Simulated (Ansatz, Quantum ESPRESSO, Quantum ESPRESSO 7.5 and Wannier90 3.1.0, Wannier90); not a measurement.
**Ballistic channels from Wannier functions: zigzag Na chain, bond 3.30 Å, width 1.6 Å**

Wanted: localised orbitals and the quantum conductance of this wire: zigzag Na chain, bond 3.30 Å, width 1.6 Å.

Method: plane-wave DFT, PBE, GBRV ultrasoft pseudopotentials (cross-check by Ansatz 0.2.0 with PAW datasets), in Quantum ESPRESSO 7.5 and Wannier90 3.1.0.

Report form: the programs' logs are mostly left out.

### Step 1. Set-up

The cell holds 2 atoms: 2 Na. Its edges and angles: a = 9.000 Å, b = 8.000 Å, c = 5.772 Å, α = 90.0°, β = 90.0°, γ = 90.0°. Vacuum lies along a and b. The structure's axis is c.

### Step 2. SCF with pw.x

Input file scf.in:

```
&control
  prefix = 'scf'
  outdir = './out'
  pseudo_dir = './pseudo'
  calculation = 'scf'
  tprnfor = .true.
/
&system
  ibrav = 0
  nat = 2
  ntyp = 1
  ecutwfc = 34
  ecutrho = 170
  occupations = 'smearing'
  smearing = 'mv'
  degauss = 0.005
/
&electrons
  conv_thr = 1e-07
  mixing_beta = 0.4
  electron_maxstep = 120
  mixing_mode = 'local-TF'
/
ATOMIC_SPECIES
  Na  22.9898  na_pbe_v1.5.uspp.F.UPF
CELL_PARAMETERS angstrom
  9.00000000000000 0.00000000000000 0.00000000000000
  0.00000000000000 8.00000000000000 0.00000000000000
  0.00000000000000 0.00000000000000 5.77234787586472
ATOMIC_POSITIONS crystal
  Na  -0.088888888900 0.000000000000 0.000000000000
  Na  0.088888888900 0.000000000000 0.500000000000
K_POINTS automatic
  1 1 12 0 0 0
```

The run is started by

```sh
> OMP_NUM_THREADS=1 mpirun -n 2 pw.x -nk 1 -in scf.in > scf.out
```

Wall time 9.7 s (2 MPI ranks of Arm Neoverse V2, shared host); peak memory 0.33 GiB; 19 s of CPU time.

Numbers from this step:

- free energy: -2593.4564 eV
- Fermi energy: -1.963 eV

The program's own clock; routines nest. Time by routine:

| routine | wall time (s) | calls |
| --- | --- | --- |
| PWSCF | 9.11 | 1 |
| electrons | 8.51 | 1 |
| c_bands | 4.56 | 10 |
| cegterg | 4.41 | 70 |
| h_psi | 3.66 | 371 |
| fftw | 3.5 | 5890 |
| vloc_psi | 3.32 | 371 |
| sum_band | 1.69 | 10 |
| mix_rho | 1.14 | 10 |
| newd | 0.86 | 10 |
| ffts | 0.6 | 640 |
| init_run | 0.39 | 1 |
| v_of_rho | 0.34 | 10 |
| calbec | 0.23 | 469 |

The run needed 9 iterations to bring the estimated error under 1e-07 Ry; the largest force on any atom, held or free, is 0.10 eV/Å.

### Step 3. Full uniform mesh without symmetry

Wannier90 needs the states on a whole uniform mesh, listed point by point, without symmetry.

nscf.in is the input of step 2 with these lines changed:

```diff
@@ -1,7 +1,6 @@
 &control
-  prefix = 'scf'
+  prefix = 'nscf'
   outdir = './out'
   pseudo_dir = './pseudo'
-  calculation = 'scf'
-  tprnfor = .true.
+  calculation = 'nscf'
 /
@@ -16,5 +15,8 @@
   degauss = 0.005
+  nosym = .true.
+  noinv = .true.
+  nbnd = 17
 /
 &electrons
-  conv_thr = 1e-07
+  conv_thr = 1e-09
   mixing_beta = 0.4
@@ -22,2 +24,3 @@
   mixing_mode = 'local-TF'
+  diago_full_acc = .true.
 /
@@ -32,3 +35,9 @@
   Na  0.088888888900 0.000000000000 0.500000000000
-K_POINTS automatic
-  1 1 12 0 0 0
+K_POINTS crystal
+6
+  0.0000000000 0.0000000000 0.0000000000 0.1666666667
+  0.0000000000 0.0000000000 0.1666666667 0.1666666667
+  0.0000000000 0.0000000000 0.3333333333 0.1666666667
+  0.0000000000 0.0000000000 0.5000000000 0.1666666667
+  0.0000000000 0.0000000000 0.6666666667 0.1666666667
+  0.0000000000 0.0000000000 0.8333333333 0.1666666667
```

The run is started by

```sh
> cp -r out/scf.save out/nscf.save
> cp out/scf.xml out/nscf.xml
> OMP_NUM_THREADS=1 mpirun -n 2 pw.x -nk 1 -in nscf.in > nscf.out
```

It took 7.6 s on 2 MPI ranks; peak memory 0.13 GiB; 15 s of CPU time.

Numbers from this step:

- Fermi energy: -1.962 eV

The program's own clock; routines nest. Time by routine:

| routine | wall time (s) | calls |
| --- | --- | --- |
| PWSCF | 7.04 | 1 |
| electrons | 6.75 | 1 |
| c_bands | 6.75 | 1 |
| cegterg | 6.57 | 26 |
| h_psi | 4.83 | 504 |
| vloc_psi | 4.36 | 504 |
| fftw | 3.9 | 6622 |
| h_psi:calbec | 0.23 | 504 |
| calbec | 0.23 | 504 |
| init_run | 0.22 | 1 |
| add_vuspsi | 0.22 | 504 |
| s_psi | 0.2 | 504 |
| cdiaghg | 0.13 | 478 |
| newd | 0.09 | 1 |

### Step 4. Neighbour list from wannier90 -pp

The .win file sets projections and windows: states in the frozen window are kept exactly, the outer window gives room to disentangle.

Input file wan.win:

```
num_wann = 2
num_bands = 17
num_iter = 200
num_print_cycles = 20
conv_tol = 1e-8
conv_window = 5
guiding_centres = true
dis_num_iter = 1500
dis_conv_tol = 1e-8
dis_win_min = -12.9627
dis_win_max = 7.0373
dis_froz_max = -0.4627
search_shells = 120
fermi_energy = -1.9627

transport = true
transport_mode = bulk
one_dim_axis = z
dist_cutoff = 17.22
dist_cutoff_mode = one_dim
tran_win_min = -4.0
tran_win_max = 2.0
tran_energy_step = 0.02

bands_plot = true
bands_num_points = 96
begin kpoint_path
G 0.0 0.0 0.0 Z 0.0 0.0 0.5
end kpoint_path

begin projections
Na:s
end projections

begin unit_cell_cart
ang
  9.0000000000 0.0000000000 0.0000000000
  0.0000000000 8.0000000000 0.0000000000
  0.0000000000 0.0000000000 5.7723478759
end unit_cell_cart

begin atoms_frac
  Na -0.0888888889 0.0000000000 0.0000000000
  Na 0.0888888889 0.0000000000 0.5000000000
end atoms_frac

mp_grid = 1 1 6
begin kpoints
  0.0 0.0 0.0000000000
  0.0 0.0 0.1666666667
  0.0 0.0 0.3333333333
  0.0 0.0 0.5000000000
  0.0 0.0 0.6666666667
  0.0 0.0 0.8333333333
end kpoints
```

The run is started by

```sh
> OMP_NUM_THREADS=1 wannier90.x -pp wan > wan.pp.log
```

Wall time 0.47 s (1 MPI rank); peak memory 0.09 GiB.

### Step 5. Overlaps and projections

pw2wannier90.x computes the overlaps between neighbouring k-points and the projections.

Input file wan.p2w.in:

```
&inputpp
  prefix = 'nscf'
  outdir = './out'
  seedname = 'wan'
  write_mmn = .true.
  write_amn = .true.
  write_unk = .false.
/
```

The run is started by

```sh
> OMP_NUM_THREADS=1 mpirun -n 2 pw2wannier90.x -in wan.p2w.in > wan.p2w.out
```

Run time: 2 s. Hardware: 2 MPI ranks; peak memory 0.12 GiB.

### Step 6. Localisation, bands and conductance

After disentangling and localising, transport_mode = bulk builds principal layers from hoppings within dist_cutoff and counts open channels.

wan.win is that of step 4.

The run is started by

```sh
> OMP_NUM_THREADS=1 wannier90.x wan > wan.run.log
```

It took 0.49 s on 1 MPI rank; peak memory 0.09 GiB.

Read from the output:

* lead channels at the Fermi level, one spin: 1.0000
* total spread: 16.85 Å²
* gauge-invariant spread: 13.66 Å²
* largest misfit to plane-wave levels between mesh points, inside the frozen window: 0.09695 eV

Per spin. The quantum conductance of the perfect wire, open channels by energy, zero at the Fermi level:

energy (eV), quantum conductance of the perfect wire, open channels and a bar:
```
  -1.2600       0.00 
  -1.0200       1.00 ##############################
  -0.7600       1.00 ##############################
  -0.5000       1.00 ##############################
  -0.2600       1.00 ##############################
   0.0000       1.00 ##############################
   0.2400       1.00 ##############################
   0.5000       1.00 ##############################
   0.7400       1.00 ##############################
   1.0000       1.00 ##############################
   1.2400       1.00 ##############################
   1.5000       0.00
```

Wannier functions:

| no. | x (Å) | y (Å) | z (Å) | spread (Å²) |
| --- | --- | --- | --- | --- |
| 1 | -0.8122 | 0 | 0 | 8.423 |
| 2 | 0.8122 | 0 | 2.886 | 8.423 |

Electronic bands along the path, in eV, zero at the Fermi level; # counts the bands kept:

| point | #1 | #2 |
| --- | --- | --- |
| Γ | -1.15 | 1.27 |
| halfway | -0.86 | 1.22 |
| Z | -0.01 | -0.01 |

Bands and channels are those of the Wannier model: bands that were not projected, and all outside the frozen window, are missing or only approximate.

### Step 7. Neighbour list from wannier90 -pp, with dis_num_iter = 10

How much does a setting matter? One run is repeated with a change.

wan_w.win is the input of step 6 with these lines changed:

```diff
@@ -7,3 +7,3 @@
 guiding_centres = true
-dis_num_iter = 1500
+dis_num_iter = 10
 dis_conv_tol = 1e-8
```

The run is started by

```sh
> OMP_NUM_THREADS=1 wannier90.x -pp wan_w > wan_w.pp.log
```

Run time: 0.47 s. Hardware: 1 MPI rank; peak memory 0.09 GiB.

### Step 8. Overlaps and projections

The same post-processing, on the changed run.

Input file wan_w.p2w.in:

```
&inputpp
  prefix = 'nscf'
  outdir = './out'
  seedname = 'wan_w'
  write_mmn = .true.
  write_amn = .true.
  write_unk = .false.
/
```

The run is started by

```sh
> OMP_NUM_THREADS=1 mpirun -n 2 pw2wannier90.x -in wan_w.p2w.in > wan_w.p2w.out
```

The job ended after 2.1 s (2 MPI ranks; peak memory 0.12 GiB; 4 s of CPU time).

### Step 9. Localisation, bands and conductance, with dis_num_iter = 10

wan_w.win is the input of step 6 with these lines changed:

```diff
@@ -7,3 +7,3 @@
 guiding_centres = true
-dis_num_iter = 1500
+dis_num_iter = 10
 dis_conv_tol = 1e-8
```

The run is started by

```sh
> OMP_NUM_THREADS=1 wannier90.x wan_w > wan_w.run.log
```

The job ended after 0.49 s (1 MPI rank; peak memory 0.09 GiB).

The changed values were drawn from a wide range, not chosen for quality; the comparison shows what they did here together.

The total spread is 16.8 against 16.8 Å². Between −2 and 1.5 eV the channel count differs from the first run's at 0 % of the energies, and at the Fermi level it is 1 against 1.

### Step 10. The same in Ansatz

A second code with its own PAW datasets, on the same atoms.

Level of this step: plane-wave DFT, PBE, Ansatz PAW (Ansatz 0.2.0).

Input file input.yaml:

```yaml
crystal:
  lattice:
    - [9.0, 0.0, 0.0]
    - [0.0, 8.0, 0.0]
    - [0.0, 0.0, 5.7723478759]
  atoms:
    - { symbol: Na, position: [-0.0888888889, 0.0, 0.0] }
    - { symbol: Na, position: [0.0888888889, 0.0, 0.5] }
kpoints:
  mp_grid: { grid: [1, 1, 12] }
hamiltonian:
  xc: pbe
scf:
  occupations: { method: fermi_dirac, width: 0.05 }
  convergence: { dr2_threshold: 1.0e-08 }
output:
  transmission:
    leads: [[0, 0]]
    e_range: [-4.0, 2.0]
    de: 0.05
    kmesh: [1, 1]
    reduced_basis: true
```

The run is started by

```sh
> ansatz run input.yaml --threads 2 --pin off --max-ram 4096MiB --backend cpu --events-out ev --progress --plain --runs-dir out
```

Elapsed: 32 s, on 2 threads; peak memory 0.45 GiB; 62 s of CPU time.

Numbers from this step:

```
free energy                                : -2971.8314 eV
energy at zero smearing                    : -2971.8255 eV
smearing term TS                           : 0.01174 eV
Fermi energy                               : -1.946 eV
symmetry operations                        : 8
lead channels at the Fermi level, one spin : 1
```

Per spin. The open channels by energy, zero at the Fermi level:

| energy (eV) | open channels |
| --- | --- |
| -1.200 | 0 |
| -1.000 | 1 |
| -0.800 | 1 |
| -0.600 | 1 |
| -0.400 | 1 |
| -0.200 | 1 |
| 0.000 | 1 |
| 0.200 | 1 |
| 0.400 | 1 |
| 0.600 | 1 |
| 0.800 | 1 |
| 1.000 | 1 |
| 1.200 | 1 |
| 1.400 | 2 |
| 1.600 | 0 |
| 1.800 | 3 |
| 2.000 | 3 |

### Step 11. Worked from the printed numbers

1 channel × 77.48 µS = 77 µS, a two-terminal resistance of 12.906/1 = 12.91 kΩ whatever the wire's length, as long as nothing scatters.

### Step 12. Summary of results

| Quantity | Value |
| --- | --- |
| open channels at the Fermi level, per spin | 1 |
| total spread | 16.8 Å² |
| gauge-invariant spread | 13.7 Å² |
| largest band misfit in the frozen window | 0.0969 eV |
| channels at the Fermi level by Ansatz | 1 |

What this shows: The wire offers 1 channel per spin at the Fermi level. Between -4 and 1.5 eV the channel count from Wannier functions equals that from Ansatz's layer matching at 99 % of the energies; outside the frozen window the Wannier bands are not held to the plane-wave ones. The interpolated bands miss plane-wave levels by up to 0.10 eV between mesh points, so steps of the conductance can sit that far off. The wire is perfect, so the conductance only counts bands: each channel, with its partner of the other spin, carries G₀ = 2e²/h. It was run without spin polarisation, which was not tested.

[Logs are printed without paths, hosts, clocks, repeated set-up lines and the standing remarks that a program may print on its own settings, such as how far it seeks lower states.]

[Hosts, paths, dates, database ids (printed as entryN), source tags and the programs' standing remarks are cut or masked in the printed files.]

[Maps of the electrostatic potential energy from Ansatz leave out the sawtooth potential of an applied field or a dipole correction, so their vacuum need not be flat; planar profiles and work functions include it.]
